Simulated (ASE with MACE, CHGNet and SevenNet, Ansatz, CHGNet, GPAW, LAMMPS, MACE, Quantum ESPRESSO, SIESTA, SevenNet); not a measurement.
# Machine-learned potentials on liquid 50SiO2-23Al2O3-12ZnO-12Li2O-4CoO (mol %) at 3000 K (86 atoms): settings against a plane-wave reference

How do the settings of machine-learned potentials change the result for liquid 50SiO2-23Al2O3-12ZnO-12Li2O-4CoO (mol %) at 3000 K (86 atoms)? A plane-wave run serves as the yardstick.

Method: the method is named at each step, in ASE with MACE, CHGNet and SevenNet.

**1. The starting structure**

The cell holds 86 atoms: 13 Si, 12 Al, 3 Zn, 6 Li, 1 Co and 51 O. Its edges and angles: a = 10.730 Å, b = 10.730 Å, c = 10.730 Å, α = 90.0°, β = 90.0°, γ = 90.0°. 86 atoms (13 Si, 12 Al, 3 Zn, 6 Li, 1 Co, 51 O) placed at random at 2.77 g/cm³, melted at 4000 K for 10 ps at fixed volume with the Morse and Coulomb pair potential with partial charges (Pedone, Malavasi, Menziani, Cormack and Segre, J. Phys. Chem. B 110, 11780 (2006)). Snapshot at the end of a hold of 10 ps at 3000 K and zero pressure.

The yardstick, on the same geometry:

```
method                 : Kohn-Sham DFT, PBE, SSSP efficiency 1.3.0 pseudopotentials, plane waves (Quantum ESPRESSO 7.5); sssp-pbe-1.3.0-efficiency, cutoffs 60/480 Ry, Γ point
r.m.s. force component : 3.532 eV/Å
longest force          : 18.55 eV/Å
pressure               : 4.483 GPa
time                   : 64 min on 1 thread of Arm Neoverse V1, shared host
CPU time               : 64 min
```

**2. MACE MP-0b3 medium potential**

Method: machine-learned interatomic potential MACE MP-0b3 medium, trained on PBE(+U) plane-wave data.

Contents of run.py:

```python
import numpy as np
from ase.io import read
import mlip  # loads the published weights by name

atoms = read("structure.xyz")
atoms.calc = mlip.calc("mace-mp-0b3-medium")
energy = atoms.get_potential_energy()
forces = atoms.get_forces()
print(f"energy {energy:.6f} eV")
print("forces (eV/A)")
for i, (a, f) in enumerate(zip(atoms, forces)):
    print(f"{i:4d} {a.symbol:2s} {f[0]:10.5f} {f[1]:10.5f} {f[2]:10.5f}")
stress = -atoms.get_stress(voigt=False) * 160.21766
print("stress (GPa, compression positive)")
for row in stress:
    print(" ".join(f"{x:10.4f}" for x in row))
```

Contents of structure.xyz:

```xyz
86
Lattice="10.72952 0.00000 0.00000 0.00000 10.72952 0.00000 0.00000 0.00000 10.72952" Properties=species:S:1:pos:R:3 pbc="T T T"
Si 6.02699 5.30532 7.08459
Si 1.11040 1.06512 5.09041
Si 3.88988 0.36609 1.16920
Si 9.58103 1.55310 7.29092
Si 6.69007 4.04503 9.92105
Si 2.72852 3.72271 4.43762
Si 8.41377 9.37320 0.93057
Si 0.72285 7.94736 4.81015
Si 3.81960 9.99659 9.25013
Si 8.55711 4.22099 5.43708
Si 1.23475 4.55640 1.88840
Si 6.30391 10.62437 2.92079
Si 0.87875 8.28040 9.54863
Al 9.52470 2.53120 2.41167
Al 0.13444 7.57762 1.84280
Al 5.78879 8.14628 8.19703
Al 8.73383 9.56086 8.71387
Al 3.44450 6.58664 4.83386
Al 5.06487 2.48603 3.92089
Al 6.80520 4.43580 3.52336
Al 8.32579 6.44351 1.52263
Al 8.32353 7.05423 4.58472
Al 5.78160 8.78512 5.75177
Al 8.68415 1.69065 9.83768
Al 4.47893 3.69557 1.45718
Zn 9.80807 10.22309 4.03065
Zn 5.38085 1.94580 7.56099
Zn 4.71981 8.68469 2.37809
Li 2.33646 2.07176 9.44090
Li 5.56647 0.35257 5.94759
Li 3.63838 5.95467 10.25152
Li 0.41062 6.08890 6.99586
Li 0.74066 10.19036 1.44580
Li 3.15094 9.46987 6.13278
Co 9.27524 6.78610 9.62384
O 7.20702 4.58322 8.39800
O 8.92460 3.92346 3.89192
O 9.42320 9.64015 2.25653
O 2.13475 9.23779 9.25389
O 9.01065 2.98957 6.68599
O 4.85564 4.68558 7.31764
O 3.62776 3.11499 3.15491
O 7.14103 2.50556 9.86880
O 10.29079 9.08501 8.62568
O 7.35573 6.18761 3.23892
O 0.49206 6.87891 8.75690
O 10.70066 0.97628 6.25692
O 6.17613 6.82612 7.08309
O 1.09548 7.93856 3.18066
O 7.86946 7.96892 8.67213
O 7.98512 7.92804 0.43068
O 6.87612 4.43762 5.37603
O 7.36238 8.15422 5.24040
O 1.67810 4.34052 3.62840
O 0.20783 8.21066 0.30354
O 8.86194 1.99140 1.20600
[... 26 atom lines left out ...]
O 9.01108 5.78450 5.58557
O 5.22753 9.72685 4.13011
O 7.12837 9.81837 1.95953
O 2.40352 0.10783 0.95117
```

On the command line:

```sh
OMP_NUM_THREADS=1 python run.py > output.txt
```

The program printed:

```text
energy -562.164991 eV
forces (eV/A)
   0 Si   15.37188    2.34057   -0.14593
   1 Si   -4.85177    4.31997   -1.44061
   2 Si    0.93562    3.98929   -3.69014
   3 Si    1.68428    1.95296    0.27469
   4 Si    8.89268    1.25139   -3.33463
   5 Si    2.47676   -3.83030    2.92177
   6 Si   -1.12789    3.39149    1.23085
   7 Si    8.66547    2.64700  -10.15389
   8 Si   -5.19165    2.45457    5.69269
   9 Si    1.19570   -1.40616    2.72638
  10 Si    5.72135    5.99427    0.27592
  11 Si   -4.13196    3.89703    6.68419
  12 Si   -3.51921    1.34194   -3.12552
  13 Al    7.41272    4.85581    9.01253
  14 Al    6.25981    0.15712   -0.69594
  15 Al    6.75652   -2.35652   -1.01086
  16 Al   -3.02194    0.81705   -0.79909
  17 Al   -0.50833    0.77134   -0.98698
  18 Al    2.09528   -2.99155    1.93145
  19 Al    6.88694    6.85177    5.39346
  20 Al   -4.86919   -2.55179   -1.75204
  21 Al    1.80641   -1.56418   -1.84176
  22 Al    0.66140   -4.24219   -4.80582
  23 Al   -2.05963   -0.83455    3.98534
[...]
78 O     0.59364    0.81550   -0.21501
  79 O     0.60679   -5.58816   -0.69035
  80 O     6.80764   -6.80948    5.76974
  81 O     2.72484    0.06147    0.91658
  82 O     1.24574   -0.48908    1.33424
  83 O     2.03027   -0.02995   -0.05371
  84 O     0.38035   -1.46211   -1.64113
  85 O    -2.89092   -0.60004    0.48498
stress (GPa, compression positive)
   11.0946    -0.4048     0.4200
   -0.4048     3.9942     3.6607
    0.4200     3.6607    -2.0288
```

Wall time 11 s (1 thread of Arm Neoverse V1, shared host); peak memory 0.98 GiB.

Banners, paths, timers and routine set-up lines are dropped from the logs unmarked, and long logs keep their key lines alone; longer cuts are marked.

Compared with the plane-wave run:

| Item | Value |
| --- | --- |
| r.m.s. force component | 3.424 eV/Å |
| r.m.s. difference of force components | 224.7 meV/Å |
| longest difference of force vectors | 1333 meV/Å |
| force difference over r.m.s. force | 6.36 % |
| slope of forces against the reference's | 0.9678 |
| correlation of force components | 0.9984 |
| pressure | 4.353 GPa |
| pressure difference | -0.1297 GPa |

Length of the force difference by element (eV/Å):

```csv
element,atoms,mean,most
Al,12,0.37,0.66
Co,1,0.74,0.74
Li,6,0.18,0.23
O,51,0.27,1.3
Si,13,0.50,1.1
Zn,3,0.29,0.41
```

A closer look about O83, picked at random: 10 atoms, nearest first, numbered in the order of the input, with positions taken from that point.

```csv
atom,x,y,z,distance (Å),bonds,Fx,Fy,Fz (eV/Å)
O83,0.00,0.00,0.00,0.00,2,1.25,-0.49,1.33
Si10,-0.45,-1.56,-0.15,1.63,4,1.20,-1.41,2.73
Al22,-0.69,1.27,-1.00,1.76,4,1.81,-1.56,-1.84
O37,-0.09,-1.86,-1.69,2.52,3,-1.25,-2.63,-2.36
O52,-2.13,-1.35,-0.21,2.53,3,-0.62,0.18,0.79
Li32,2.13,0.30,1.41,2.57,2,0.05,0.38,0.07
O64,1.12,2.53,-0.63,2.83,3,-15.32,4.88,2.44
O45,-1.66,0.40,-2.35,2.90,3,-0.24,-1.29,-1.26
O53,-1.65,2.37,-0.35,2.91,2,-2.22,3.00,0.33
O40,0.00,-2.79,1.10,3.00,2,-0.87,2.20,-2.67
```

Atoms are counted from 1 here, from 0 in the log.

Forces lie 6.4 % from the reference's, at 0.0026 times its CPU time.

**3. CHGNet r2SCAN potential**

Method: machine-learned interatomic potential CHGNet r2SCAN, trained on r2SCAN plane-wave data.

Changes to run.py since step 2:

```diff
@@ -5,3 +5,3 @@
 atoms = read("structure.xyz")
-atoms.calc = mlip.calc("mace-mp-0b3-medium")
+atoms.calc = mlip.calc("chgnet-r2scan")
 energy = atoms.get_potential_energy()
```

structure.xyz is that of step 2.

The program printed:

```text
CHGNet vr2scan initialized with 412,525 parameters
CHGNet will run on cpu
energy -756.618896 eV
forces (eV/A)
   0 Si   15.13694    2.63401   -0.59773
   1 Si   -4.88473    4.09925   -1.42794
   2 Si    0.91522    3.80340   -3.16552
   3 Si    1.35785    1.81111   -0.03813
   4 Si    8.50915    1.27658   -2.84579
   5 Si    2.69516   -3.03305    3.02329
   6 Si   -1.39442    2.64718    1.07778
   7 Si    8.82574    2.54937   -8.89265
   8 Si   -4.94594    2.43580    5.08086
   9 Si    0.75977   -0.98264    2.24545
  10 Si    4.97921    5.69003   -0.08760
  11 Si   -4.13347    3.97116    6.86298
  12 Si   -3.64092    1.05093   -2.87387
  13 Al    6.14001    4.34208    7.56609
  14 Al    5.58285    0.04793   -0.59352
  15 Al    6.18526   -2.15076   -1.51563
  16 Al   -2.42676    0.63422   -0.48441
  17 Al   -0.25949    0.52574   -1.10146
  18 Al    1.68637   -2.23574    1.16572
  19 Al    5.70996    5.64570    4.68901
  20 Al   -4.55635   -2.52745   -2.19258
  21 Al    1.11687   -1.46063   -1.39267
  22 Al    0.59719   -3.20609   -3.30062
  23 Al   -1.53403   -0.60682    3.61902
[...]
78 O     0.05209    0.47010   -0.68463
  79 O     0.63022   -4.88899   -0.75208
  80 O     6.17060   -6.53070    5.12135
  81 O     2.58048   -0.17408    1.17643
  82 O     0.93656   -0.28160    0.80566
  83 O     2.11070   -0.06875   -0.46728
  84 O     0.59158   -1.25117   -1.85012
  85 O    -2.35007   -0.41412    0.58550
stress (GPa, compression positive)
    6.1343    -0.2732     0.2305
   -0.2732    -0.5089     3.5118
    0.2305     3.5118    -6.6037
```

The job ended after 6 s (1 thread; peak memory 1.1 GiB).

Against the reference:

```yaml
r_m_s_force_component: 3.16 eV/Å
r_m_s_difference_of_force_components: 518.9 meV/Å
longest_difference_of_force_vectors: 2799 meV/Å
force_difference_over_r_m_s_force: 14.69 %
slope_of_forces_against_the_reference_s: 0.8893
correlation_of_force_components: 0.9941
pressure: -0.3261 GPa
pressure_difference: -4.809 GPa
```

Against the first run (6.4 %), the force difference from the reference is 15 %, at 0.51 times the CPU time; this potential was trained at another functional than the reference's.

**4. SevenNet l3i5 potential**

Method: machine-learned interatomic potential SevenNet l3i5, trained on PBE(+U) plane-wave data.

Changes to run.py since step 3:

```diff
@@ -5,3 +5,3 @@
 atoms = read("structure.xyz")
-atoms.calc = mlip.calc("chgnet-r2scan")
+atoms.calc = mlip.calc("7net-l3i5")
 energy = atoms.get_potential_energy()
```

structure.xyz is that of step 3.

The program printed:

```text
energy -559.640625 eV
forces (eV/A)
   0 Si   15.45387    2.16257   -0.13597
   1 Si   -4.78673    4.23568   -1.56393
   2 Si    0.93192    4.60491   -3.72566
   3 Si    1.71968    1.96770    0.26543
   4 Si    8.68376    1.63308   -3.15721
   5 Si    2.69182   -4.02949    2.93942
   6 Si   -1.27440    3.03697    1.32110
   7 Si    8.78075    2.44408   -9.96678
   8 Si   -5.28234    2.22427    5.81076
   9 Si    1.08293   -1.39766    2.68954
  10 Si    5.70916    6.06947    0.01100
  11 Si   -4.21441    4.49673    7.23482
  12 Si   -3.75413    1.33351   -3.27545
  13 Al    7.14217    4.74388    8.57624
  14 Al    6.04603   -0.16344   -0.63709
  15 Al    7.01806   -2.34202   -1.33180
  16 Al   -3.14708    0.70463   -0.85248
  17 Al   -0.50410    0.74806   -1.16976
  18 Al    2.16357   -3.04171    1.65972
  19 Al    7.04730    7.04093    5.26344
  20 Al   -5.21274   -2.48217   -1.86431
  21 Al    1.72206   -1.48866   -1.89712
  22 Al    0.77455   -4.25320   -4.36593
  23 Al   -1.79928   -0.84222    4.05644
[...]
78 O     0.64780    0.81158   -0.19404
  79 O     0.52442   -5.49524   -0.51001
  80 O     6.37160   -6.33933    5.54576
  81 O     2.86412    0.19412    0.94684
  82 O     1.36082   -0.61348    1.34774
  83 O     2.11313   -0.20761   -0.25216
  84 O     0.28920   -1.69371   -1.67614
  85 O    -2.85100   -0.61064    0.57040
stress (GPa, compression positive)
   11.0306    -0.3521     0.4005
   -0.3521     3.6009     3.6804
    0.4005     3.6804    -2.5223
```

It took 13 s on 1 thread; peak memory 1.4 GiB.

Against the reference:

```yaml
r_m_s_force_component: 3.414 eV/Å
r_m_s_difference_of_force_components: 206.2 meV/Å
longest_difference_of_force_vectors: 1182 meV/Å
force_difference_over_r_m_s_force: 5.837 %
slope_of_forces_against_the_reference_s: 0.9653
correlation_of_force_components: 0.9988
pressure: 4.036 GPa
pressure_difference: -0.4466 GPa
```

Against the first run (6.4 %), the force difference from the reference is 5.8 %, at 1.2 times the CPU time.

**5. Side by side**

Differences are against the plane-wave reference, forces as r.m.s. over components; share is that over the reference's r.m.s. force, slope the least-squares factor from reference forces to these. Total energies of different programs have different zeros and aren't compared.

```csv
run,"Δ force, r.m.s. (meV/Å)",share (%),slope,Δ pressure (GPa),cores,CPU time,memory (GiB)
reference,-,-,-,-,1,64 min,3.9
MACE MP-0b3 medium potential,225,6.36,0.968,-0.130,1,10 s,0.98
CHGNet r2SCAN potential,519,14.7,0.889,-4.81,1,5.2 s,1.1
SevenNet l3i5 potential,206,5.84,0.965,-0.447,1,12 s,1.4
```

Times of the machine-learned potentials are mostly Python's start and the loading of weights.

CPU time is summed over cores on a shared host, where runs went side by side, so it is rough. Symmetry, cutoffs, thresholds, outputs and thread counts weren't matched or tuned between programs; memory under MPI is the largest rank's times the ranks.

**6. Summary of results**

* nearest in forces: SevenNet l3i5 potential, 5.8 %
* its CPU time: 12 s

What this shows: Machine-learned potentials differ by 5.8 % (SevenNet l3i5 potential) to 15 % (CHGNet r2SCAN potential); they were trained on other programs' data, some at another functional, the PBE(+U) sets with a Hubbard term on some transition metals in oxides and fluorides. The reference's pressure holds the uncorrected Pulay stress of its 60 Ry basis, so small pressure differences, and their order, may be the reference's own error. The frame stands for 3000 K, but pressures are static and levels are smeared at 580 K, under the temperature of the frame, which matters where levels are partly filled. Machine-learned potentials mimic data converged in k, so the reference's own k-point error enters their differences. The network of bonds at the start is that of the classical potential that made the cell, and needn't be the one that DFT or experiment would give. The reference's stress is far from hydrostatic: its diagonal is 11.7, 3.9, -2.2 GPa, compression counted positive. The electronic-structure runs sample only Γ, in a cell whose shortest periodic width is 11 Å, which is coarse for a cell with partly filled levels.

[Also dropped from logs without a mark: logging warnings of Python, and SIESTA's first energy breakdown and zero terms.]

[Logs are printed without paths, hosts, clocks, repeated set-up lines and the standing remarks that a program may print on its own settings, such as how far it seeks lower states.]

[Hosts, paths, dates, database ids (printed as entryN), source tags and the programs' standing remarks are cut or masked in the printed files.]
